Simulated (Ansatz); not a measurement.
# 4-layer antimonene (AA') in a perpendicular field, part 3 of 3

Aim: how the 4-layer antimonene (AA') screens a field along its normal, and what the field does to its bands. A positive field points along +c.

Ansatz 0.2.0; plane-wave DFT, PBE-D3(BJ), Ansatz PAW (set soft_1); PAW set soft_1.

So far, gap, the smaller of path and mesh (eV): step 3 (single point, field 0) 0.506; step 4 (field 0.1 V/Å) 0.475; step 5 (field -0.1 V/Å) 0.475.

## Step 6: Atoms held, field 0.2 V/Å

The input, input.yaml:

```yaml
crystal:
  lattice:
    - [4.0662192807, 0.0, 0.0]
    - [-2.0331096403, 3.5214491944, 0.0]
    - [0.0, 0.0, 36.6727484256]
  atoms:
    - { symbol: Sb, position: [0.6666666667, 0.3333333333, 0.2454138396] }
    - { symbol: Sb, position: [0.3333333333, 0.6666666667, 0.2904726897] }
    - { symbol: Sb, position: [0.3333333333, 0.6666666667, 0.4002733468] }
    - { symbol: Sb, position: [0.6666666667, 0.3333333333, 0.4453580023] }
    - { symbol: Sb, position: [0.6666666667, 0.3333333333, 0.5546419977] }
    - { symbol: Sb, position: [0.3333333333, 0.6666666667, 0.5997266532] }
    - { symbol: Sb, position: [0.3333333333, 0.6666666667, 0.7095273103] }
    - { symbol: Sb, position: [0.6666666667, 0.3333333333, 0.7545861604] }
kpoints:
  mp_grid: { grid: [12, 12, 1] }
  band_path:
    path: [[0, 0, 0], [0.5, 0, 0], [0.33333333, 0.33333333, 0], [0, 0, 0]]
    npoints: 16
hamiltonian:
  xc: pbe
  dispersion: d3bj
  pseudopotentials: { kind: paw, azcp: { folder: soft_1 } }
scf:
  occupations: { method: fermi_dirac, width: 0.02585 }
  convergence: { dr2_threshold: 1.0e-10 }
efield:
  axis: 3
  dipole_correction: true
  ramp_position: 0.9591
  ramp_width: 0.0818
  amplitude: 0.2
output:
  write_potential: true
  write_density: true
  volumetric_format: npy
```

Launch:

```
> ansatz run input.yaml --threads 4 --pin off --max-ram 8192MiB --backend cpu --events-out ev --progress --plain --runs-dir out
```

Numbers of over 12 decimals in the logs are rounded to 6 here.

Output:

```text
[...]
Crystal: 8 atoms, lattice volume = 525.117 Å³
Basis set: ecut = 420 eV, 10227 PW (Γ)
Bands: 72, of which v1, the nominal top of the filled ones, is band 60 counted from 1 (59 counted from 0)
Symmetry: 6 space group operations
k-points: 19 of 144 (time reversal used)
[...]
k-point 0: bands = [... 56 lower, 2.0084, 2.1274, 2.2060, 2.2060, 3.2969, 3.6614, 3.8980, 4.1354, ... 8 higher]
  k-point 1: bands = [... 56 lower, 1.6591, 1.8295, 2.0271, 2.1875, 3.7723, 4.0602, 4.2534, 4.3534, ... 8 higher]
  k-point 2: bands = [... 56 lower, 1.4348, 1.5723, 1.6322, 2.1697, 3.3501, 3.5986, 3.8126, 4.0584, ... 8 higher]
  k-point 18: bands = [... 56 lower, 0.1399, 0.2121, 0.3487, 0.5015, 2.7528, 3.0509, 3.3452, 3.6790, ... 8 higher]
[key lines of the parts left out:]
SCF converged after 15 iterations
Free energy (F): -51878.378244 eV
Fermi energy:    2.405832 eV
Dipole field:    D = 0.103496 V/Å  (p = 0.300342 e·Å, saw-weighted, corrected)
```

Run time: 30 s. Hardware: 4 threads of Intel Xeon Platinum 8375C at 2.90GHz (Ice Lake), shared host; peak memory 1.6 GiB; 2 min of CPU time.

The dipole is 0.300 e·Å, and the gap 0.382 eV.

## Step 7: Single point, field 0.3 V/Å

Changes to input.yaml since step 6:

```diff
@@ -31,3 +31,3 @@
   ramp_width: 0.0818
-  amplitude: 0.2
+  amplitude: 0.3
 output:
```

Output:

```text
[...]
Crystal: 8 atoms, lattice volume = 525.117 Å³
Basis set: ecut = 420 eV, 10227 PW (Γ)
Bands: 72, of which v1, the nominal top of the filled ones, is band 60 counted from 1 (59 counted from 0)
Symmetry: 6 space group operations
k-points: 19 of 144 (time reversal used)
[...]
k-point 0: bands = [... 56 lower, 2.0420, 2.1599, 2.3162, 2.3162, 3.2146, 3.6380, 3.9141, 4.2172, ... 8 higher]
  k-point 1: bands = [... 56 lower, 1.6207, 1.8631, 2.1373, 2.2243, 3.6736, 4.0256, 4.2319, 4.2982, ... 8 higher]
  k-point 2: bands = [... 56 lower, 1.4684, 1.5752, 1.7425, 2.2099, 3.2512, 3.5680, 3.8393, 4.1490, ... 8 higher]
  k-point 18: bands = [... 56 lower, 0.0740, 0.2774, 0.4045, 0.5831, 2.6746, 3.0282, 3.3567, 3.7572, ... 8 higher]
[key lines of the parts left out:]
SCF converged after 17 iterations
Free energy (F): -51878.415874 eV
Fermi energy:    2.405528 eV
Dipole field:    D = 0.156203 V/Å  (p = 0.453298 e·Å, saw-weighted, corrected)
```

It took 35 s on 4 threads; peak memory 1.6 GiB.

The dipole is 0.453 e·Å, and the gap 0.200 eV.

## Step 8: Response, atoms held

This step: plane-wave DFT, PBE-D3(BJ), Ansatz PAW (set soft_1); response to a field along the normal, atoms held; PAW set soft_1 (Ansatz 0.2.0).

The dipoles give the slope, and the difference of two potentials shows where the field is screened.

This step gave:

| Item | Value |
| --- | --- |
| equivalent conductor thickness p/(ε₀AE) | 18.95 Å |
| distance between the outer atoms | 18.67 Å |

Table of dipole of the cell by applied field:

| applied field (V/Å) | dipole of the cell (e·Å) |
| --- | --- |
| -0.100 | -0.150 |
| 0.000 | -1.5e-6 |
| 0.100 | 0.150 |
| 0.200 | 0.300 |
| 0.300 | 0.453 |

Local field over the applied field, running mean. From the potentials at -0.1 and 0.1 V/Å; running mean over 2.8 Å. Table of local field over applied field by z:

| z (Å) | local field over applied field |
| --- | --- |
| 5 | 0.984 |
| 6 | 0.912 |
| 7 | 0.685 |
| 8 | 0.364 |
| 9 | 0.0904 |
| 10 | 0.00997 |
| 11 | 0.112 |
| 12 | 0.278 |
| 13 | 0.306 |
| 14 | 0.173 |
| 15 | 0.0219 |
| 16 | 0.0195 |
| 17 | 0.164 |
| 18 | 0.293 |
| 19 | 0.266 |
| 20 | 0.107 |
| 21 | 0.00378 |
| 22 | 0.0582 |
| 23 | 0.230 |
| 24 | 0.315 |
| 25 | 0.232 |
| 26 | 0.0602 |
| 27 | 0.0149 |
| 28 | 0.164 |
| 29 | 0.471 |
| 30 | 0.777 |
| 31 | 0.947 |
| 32 | 0.991 |

Electrons, planar mean, per unit field. The induced electron density by z:

z (Å), induced electron density (e/Å³ per V/Å) and a bar from the least value:
```
        5    0.00007 ################
        6    0.00040 ##################
        7    0.00182 #########################
        8    0.00277 ##############################
        9    0.00099 #####################
       10   -0.00007 ################
       11   -0.00074 ############
       12   -0.00201 ######
       13    0.00113 ######################
       14    0.00129 ######################
       15    0.00030 #################
       16   -0.00027 ###############
       17   -0.00123 ##########
       18   -0.00109 ##########
       19    0.00192 ##########################
       20    0.00077 ####################
       21    0.00002 ################
       22   -0.00074 ############
       23   -0.00212 #####
       24   -0.00004 ################
       25    0.00216 ###########################
       26    0.00077 ####################
       27   -0.00017 ###############
       28   -0.00104 ###########
       29   -0.00314 
       30   -0.00116 ##########
       31   -0.00023 ###############
       32   -0.00004 ################
```

The smaller of the gaps on the path and on the k-mesh, counted as 0 under 0.03 eV. Table of gap by applied field:

| applied field (V/Å) | gap (eV) |
| --- | --- |
| -0.100 | 0.475 |
| 0.000 | 0.506 |
| 0.100 | 0.475 |
| 0.200 | 0.382 |
| 0.300 | 0.200 |

By hand: between -0.1 and 0.1 V/Å the dipole changes by 0.3000 e·Å, a slope of 1.500 e·Å²/V. A perfect conductor of thickness t has p = ε₀AEt, so t = 180.95 × 1.500 / 14.319 = 18.95 Å (e/ε₀ = 180.95 V·Å, A in Å²).

The induced dipole is that of a conductor 18.95 Å thick.

## Step 9: Results

```yaml
gap_without_field: 0.506 eV
ionisation_energy_upper_face: 4.49 eV
electron_affinity_upper_face: 3.98 eV
equivalent_conductor_thickness_atoms_held: 19.0 Å
```

The induced dipole equals that of a perfect conductor 18.95 Å thick, while the outer atoms lie 18.67 Å apart; an out-of-plane ε follows only once a thickness t is chosen, by 1 − 1/ε = 18.95 Å / t. The gap goes from 0.51 eV to 0.20 eV at 0.3 V/Å. Semilocal functionals give gaps that are too small, and excitons are not included. Atoms moved by up to 1.5 Å in the relaxation, so the end structure is to be read from its coordinates and not from the name. Spin-orbit coupling is left out, which matters for the bands of elements this heavy.

[Logs are printed without paths, hosts, clocks, repeated set-up lines and the standing remarks that a program may print on its own settings, such as how far it seeks lower states.]

[Hosts, paths, dates, database ids (printed as entryN), source tags and the programs' standing remarks are cut or masked in the printed files.]

[Maps of the electrostatic potential energy from Ansatz leave out the sawtooth potential of an applied field or a dipole correction, so their vacuum need not be flat; planar profiles and work functions include it.]
